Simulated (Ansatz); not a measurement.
# Cl on Mo(110): change of the work function, part 3 of 3

How does Cl on the hollow site change the work function of Mo(110) as the layer fills?

Ansatz 0.2.0; plane-wave DFT, PBE, Ansatz PAW.

So far, work function, upper face (eV): step 2 (the clean slab) 4.60; step 3 (17 atoms, coverage 0.25 ML, cell 2x2) 4.45.

### Step 4. The covered slab, k-mesh 12×12×1, coverage 1 ML

System of this step: Cl/Mo(110). The cell holds 5 atoms: 4 Mo and 1 Cl. Cell: a = 2.728 Å, b = 2.728 Å, c = 26.782 Å, α = 90.0°, β = 90.0°, γ = 70.5°. Vacuum lies along c.

Another coverage, to see how the dipoles act on each other as their distance changes.

The input, input.yaml:

```yaml
crystal:
  lattice:
    - [2.2273863607, -1.575, 0.0]
    - [2.2273863607, 1.575, 0.0]
    - [0.0, 0.0, 26.7815443352]
  atoms:
    - { symbol: Mo, position: [0.0, 0.0, 0.336052316] }
    - { symbol: Mo, position: [0.5, 0.5, 0.419221021] }
    - { symbol: Mo, position: [0.0, 0.0, 0.5032199022] }
    - { symbol: Mo, position: [0.5, 0.5, 0.5833553752] }
    - { symbol: Cl, position: [0.84, 0.84, 0.663947684] }
kpoints:
  mp_grid: { grid: [12, 12, 1] }
hamiltonian:
  xc: pbe
scf:
  occupations: { method: fermi_dirac, width: 0.1 }
  convergence: { dr2_threshold: 1.0e-08 }
efield:
  axis: 3
  dipole_correction: true
  ramp_position: 0.97
  ramp_width: 0.06
relax:
  f_tol: 0.02
  max_steps: 60
  constraints: [{ sites: [0, 1] }]
output:
  write_potential: true
  write_density: true
  volumetric_format: npy
```

Started as:

```sh
$ ansatz run input.yaml --threads 4 --pin off --max-ram 6144MiB --backend cpu --events-out ev --progress --plain --runs-dir out
```

Numbers of over 12 decimals in the logs are rounded to 6 here.

Log:

```text
[...]
Crystal: 5 atoms, lattice volume = 187.906 Å³
Basis set: ecut = 420 eV, 3751 PW (Γ), exchange–correlation on 40×40×360 points (8 copies of the dense FFT grid, shifted against one another)
Bands: 38, of which v1, the nominal top of the filled ones, is band 32 counted from 1 (31 counted from 0)
Symmetry: 2 space group operations
[...]
k-points: 43 of 144 (time reversal used)
[...]
SCF iter   1: F=—  HF=-20902.169630 eV  |F-HF|=—  |Δ(HF+E_count)|=         —  Δρ=5.59e-3  dr2=1.66e0  ethr=1.77e-3  p=-0.036 e·Å  D=-3.49e-2 V/Å  ΔV_dip=0.93 eV  dr2_dipole=7.67e-1  V_vac-E_F(+/−)=5.64/4.71 eV  ⟨swp⟩=9.5  Hψ=17983  notcnv=0  defer=4
[...]
SCF iter   9: F=-20902.139791 eV  HF=-20902.139791 eV  |F-HF|=8.91e-9  |Δ(HF+E_count)|=   2.71e-8  Δρ=1.33e-6  dr2=4.75e-9  ethr=1.59e-11  p=-0.022 e·Å  D=-2.08e-2 V/Å  ΔV_dip=0.56 eV  dr2_dipole=2.13e-10  V_vac-E_F(+/−)=5.17/4.61 eV  ⟨swp⟩=8.5  Hψ=13195  notcnv=0
SCF 1 converged in 9 iterations: F = -20902.139791 eV  dr2 = 4.75e-9
[...]
relax step   1: F+E_penalty+E_count = -20902.13979053 eV  Δ(F+E_penalty+E_count) = +0.000e0 eV  max|allowed force component| = 1.923e0 eV/Å  Δτ_max = 0.0000 Å  (9 SCF iters, accepted)
Bands: 44, of which v1, the nominal top of the filled ones, is band 32 counted from 1 (31 counted from 0)
[...]
SCF iter   1: F=—  HF=-20902.548955 eV  |F-HF|=—  |Δ(HF+E_count)|=         —  Δρ=1.21e-2  dr2=4.06e0  ethr=3.10e-3  p=-0.022 e·Å  D=-2.08e-2 V/Å  ΔV_dip=0.56 eV  dr2_dipole=2.21e0  V_vac-E_F(+/−)=5.03/4.47 eV  ⟨swp⟩=5.1  Hψ=5330  notcnv=0  defer=28
[...]
SCF iter   9: F=-20902.386145 eV  HF=-20902.386145 eV  |F-HF|=1.78e-8  |Δ(HF+E_count)|=   1.87e-7  Δρ=1.32e-6  dr2=5.35e-9  ethr=1.59e-11  p=0.022 e·Å  D=2.09e-2 V/Å  ΔV_dip=-0.56 eV  dr2_dipole=2.30e-10  V_vac-E_F(+/−)=4.04/4.60 eV  ⟨swp⟩=10.2  Hψ=12659  notcnv=0
SCF 2 converged in 9 iterations: F = -20902.386145 eV  dr2 = 5.35e-9
relax step   2: F+E_penalty+E_count = -20902.38614468 eV  Δ(F+E_penalty+E_count) = -2.464e-1 eV  max|allowed force component| = 7.487e-1 eV/Å  Δτ_max = 0.1913 Å  (9 SCF iters, accepted)
[...]
SCF iter   8: F=-20902.400416 eV  HF=-20902.400415 eV  |F-HF|=4.32e-8  |Δ(HF+E_count)|=   1.23e-7  Δρ=2.85e-6  dr2=5.38e-9  ethr=1.59e-11  p=0.017 e·Å  D=1.61e-2 V/Å  ΔV_dip=-0.43 eV  dr2_dipole=4.95e-10  V_vac-E_F(+/−)=4.19/4.62 eV  ⟨swp⟩=8.9  Hψ=14216  notcnv=0
SCF 3 converged in 8 iterations: F = -20902.400416 eV  dr2 = 5.38e-9
relax step   3: F+E_penalty+E_count = -20902.40041551 eV  Δ(F+E_penalty+E_count) = -1.427e-2 eV  max|allowed force component| = 1.331e-1 eV/Å  Δτ_max = 0.1818 Å  (8 SCF iters, accepted)
SCF iter   1: F=—  HF=-20902.424388 eV  |F-HF|=—  |Δ(HF+E_count)|=         —  Δρ=6.82e-3  dr2=1.05e-1  ethr=2.18e-3  p=0.017 e·Å  D=1.61e-2 V/Å  ΔV_dip=-0.43 eV  dr2_dipole=7.03e-3  V_vac-E_F(+/−)=4.18/4.61 eV  ⟨swp⟩=4.5  Hψ=4512  notcnv=0  defer=27
[...]
SCF iter   8: F=-20902.411857 eV  HF=-20902.411857 eV  |F-HF|=1.52e-8  |Δ(HF+E_count)|=   1.35e-7  Δρ=1.38e-6  dr2=3.27e-9  ethr=1.59e-11  p=0.016 e·Å  D=1.49e-2 V/Å  ΔV_dip=-0.40 eV  dr2_dipole=4.16e-11  V_vac-E_F(+/−)=4.21/4.61 eV  ⟨swp⟩=10.4  Hψ=12734  notcnv=0
SCF 4 converged in 8 iterations: F = -20902.411857 eV  dr2 = 3.27e-9
relax step   4: F+E_penalty+E_count = -20902.41185690 eV  Δ(F+E_penalty+E_count) = -1.144e-2 eV  max|allowed force component| = 1.247e-2 eV/Å  Δτ_max = 0.1014 Å  (8 SCF iters, accepted)
[...]
WARN: The input density's exchange-correlation potential varies sharply where the density is thin. Do not read a vacuum level from v_tot or v_xc, or from such a field of the output density. On a cell that repeats whose density bears no net charge and no dipole along the vacuum's axis use v_es (v_loc + v_h of the components); under efield.dipole_correction with no amplitude use v_es + v_field, which holds any external [...]
SCF converged after 8 iterations
Free energy (F): -20902.411857 eV
[...]
Internal energy: -20902.304460 eV  (E = F + TS)
E sigma→0 (E₀):  -20902.358158 eV
Entropy (-TS):   -0.107397 eV (-21.479 meV/atom)
Fermi energy:    5.320487 eV
Dipole field:    D = 0.014936 V/Å  (p = 0.015510 e·Å, saw-weighted, corrected)
Work function:   Φ+ = 4.2091 eV   Φ− = 4.6091 eV
[...]
--- Forces (eV/Å), atoms counted from 1 ---
  atom   1  Mo    -0.01961230    -0.00000000     0.55385965
  atom   2  Mo     0.02337273     0.00000000    -0.56205074
  atom   3  Mo    -0.00008021     0.00000000    -0.00838408
  atom   4  Mo    -0.00182048    -0.00000000     0.00410096
  atom   5  Cl    -0.00188057    -0.00000000     0.01246643
  max |Σ_I F_I| component: 2.08e-5 eV/Å
--- Band table (eV; the first three rows and the last of 43) ---
  k-point 0: bands = [... 28 lower, 3.8512, 3.9265, 4.5541, 4.5545, 5.7153, 6.0841, 6.2938, 6.5974, ... 8 higher]
  k-point 1: bands = [... 28 lower, 3.7852, 4.0316, 4.3097, 4.6775, 5.5942, 5.9022, 6.1566, 6.4692, ... 8 higher]
  k-point 2: bands = [... 28 lower, 3.5839, 3.7368, 4.4985, 4.6570, 5.1643, 6.0313, 6.2507, 6.3634, ... 8 higher]
  k-point 42: bands = [... 28 lower, 4.0540, 5.5190, 6.1301, 6.2354, 6.5007, 6.5815, 8.2183, 8.2311, ... 8 higher]
--- Relaxed structure (4 steps of the walk, 4 accepted, 0 SCFs on fresh bases) ---
  F+E_penalty+E_count = -20902.41185690 eV   max|allowed force component| = 1.247e-2 eV/Å
  atoms:
    - { symbol: Mo, position: [0.0, 0.0, 0.336052] }
    - { symbol: Mo, position: [0.5, 0.5, 0.419221] }
    - { symbol: Mo, position: [0.00237901, 0.00237901, 0.502688] }
    - { symbol: Mo, position: [0.515905, 0.515905, 0.585261] }
    - { symbol: Cl, position: [0.859885, 0.859885, 0.655812] }
```

Wall time 27 s (4 threads of Arm Neoverse V2, shared host); peak memory 0.64 GiB.

Relaxation path:

| step | energy less that of the first step (eV) | largest force component (eV/Å) |
| --- | --- | --- |
| 1 | 0.0000 | 1.9229 |
| 2 | -0.2464 | 0.7487 |
| 3 | -0.2606 | 0.1331 |
| 4 | -0.2721 | 0.0125 |

Forces are held to the 2 operations that the run works with; a distortion that breaks them can't arise in this run.

The atoms that moved most (Å):

| atom | dx | dy | dz | length |
| --- | --- | --- | --- | --- |
| Cl5 | 0.089 | 0.000 | -0.218 | 0.235 |
| Mo4 | 0.071 | 0.000 | 0.051 | 0.087 |
| Mo3 | 0.011 | 0.000 | -0.014 | 0.018 |

The relaxed structure:

```xyz
5
Lattice="2.2274 -1.5750 0.0000 2.2274 1.5750 0.0000 0.0000 0.0000 26.7815" Properties=species:S:1:pos:R:3
Mo    0.0000    0.0000    9.0000
Mo    2.2274    0.0000   11.2274
Mo    0.0106    0.0000   13.4628
Mo    2.2982    0.0000   15.6742
Cl    3.8306    0.0000   17.5637
```

This step gave:

```
energy at zero smearing        : -20902.3582 eV
work function, upper face      : 4.209 eV
work function, lower face      : 4.609 eV
dipole along the normal        : 0.01551 e·Å
step between the vacuum levels : -0.4000 eV
```

Running mean over 2.227 Å of the planar mean; the ramp of the sawtooth is left out. Electron's electrostatic potential energy less the Fermi level against z:

| z (Å) | electron's electrostatic potential energy less the Fermi level (eV) |
| --- | --- |
| 3.5 | 4.61 |
| 4.0 | 4.61 |
| 4.5 | 4.61 |
| 5.0 | 4.60 |
| 5.5 | 4.57 |
| 6.0 | 4.47 |
| 6.5 | 4.16 |
| 7.0 | 3.15 |
| 7.5 | -0.184 |
| 8.0 | -6.01 |
| 8.5 | -10.8 |
| 9.0 | -12.4 |
| 9.5 | -12.6 |
| 10.0 | -12.7 |
| 10.5 | -12.8 |
| 11.0 | -12.8 |
| 11.5 | -12.9 |
| 12.0 | -12.8 |
| 12.5 | -12.8 |
| 13.0 | -12.8 |
| 13.5 | -12.8 |
| 14.0 | -12.9 |
| 14.5 | -13.0 |
| 15.0 | -13.1 |
| 15.5 | -13.3 |
| 16.0 | -13.8 |
| 16.5 | -13.5 |
| 17.0 | -10.5 |
| 17.5 | -6.97 |
| 18.0 | -4.93 |
| 18.5 | -1.97 |
| 19.0 | 1.69 |
| 19.5 | 3.71 |
| 20.0 | 4.11 |
| 20.5 | 4.19 |
| 21.0 | 4.21 |
| 21.5 | 4.21 |
| 22.0 | 4.21 |
| 22.5 | 4.21 |
| 23.0 | 4.21 |
| 23.5 | 4.21 |

The relaxation took 4 steps and lowered the energy by 0.27 eV; the largest force on the free atoms ends at 0.012 eV/Å.

The covered face has 4.21 eV, -0.39 eV against the clean one; the bare back face has moved by -0.09 eV, a measure of how thin the slab is.

### Step 5. Work function against coverage

This step: plane-wave DFT, PBE, Ansatz PAW; work function against coverage (Ansatz 0.2.0).

The runs are now put side by side.

Numbers from this step:

- work function of the clean face: 4.598 eV
- largest change of the work function: -0.3890 eV

The work function of the covered face by coverage:

| coverage (adsorbates/nm²) | work function of the covered face (eV) |
| --- | --- |
| 0.00 | 4.60 |
| 3.56 | 4.45 |
| 14.25 | 4.21 |

The dipole per adsorbate comes from the change of the cell's dipole. Coverage, by row:

| coverage (1/nm²) | coverage (ML) | work function (eV) | change (eV) | dipole per adsorbate, positive end outwards (debye) | mean height of the added atoms over the highest substrate atom (Å) |
| --- | --- | --- | --- | --- | --- |
| 3.563 | 0.25 | 4.45 | -0.1485 | 0.081 | 1.91 |
| 14.25 | 1 | 4.209 | -0.389 | 0.056 | 1.889 |

### Step 6. Results

| Quantity | Value |
| --- | --- |
| work function of the clean face | 4.60 eV |
| work function at 0.25 ML | 4.45 eV |
| work function at 1 ML | 4.21 eV |
| dipole per adsorbate at 0.25 ML, positive end outwards | 0.08 D |

In words: At the lowest coverage Cl changes the work function of Mo(110) by under 0.15 eV, within the error of so thin a slab; the largest change, -0.39 eV, comes at higher coverage. At the highest coverage the adsorbates are pressed to about 2.7 Å, closer than unbonded atoms of this kind usually come, so a real layer may not reach it. The slab has 4 layers, at the tabulated experimental lattice constant, one starting site was run, and quantum-size effects of a slab this thin can reach one or two tenths of an eV.

[Logs are printed without paths, hosts, clocks, repeated set-up lines and the standing remarks that a program may print on its own settings, such as how far it seeks lower states.]

[Hosts, paths, dates, database ids (printed as entryN), source tags and the programs' standing remarks are cut or masked in the printed files.]

[Maps of the electrostatic potential energy from Ansatz leave out the sawtooth potential of an applied field or a dipole correction, so their vacuum need not be flat; planar profiles and work functions include it.]
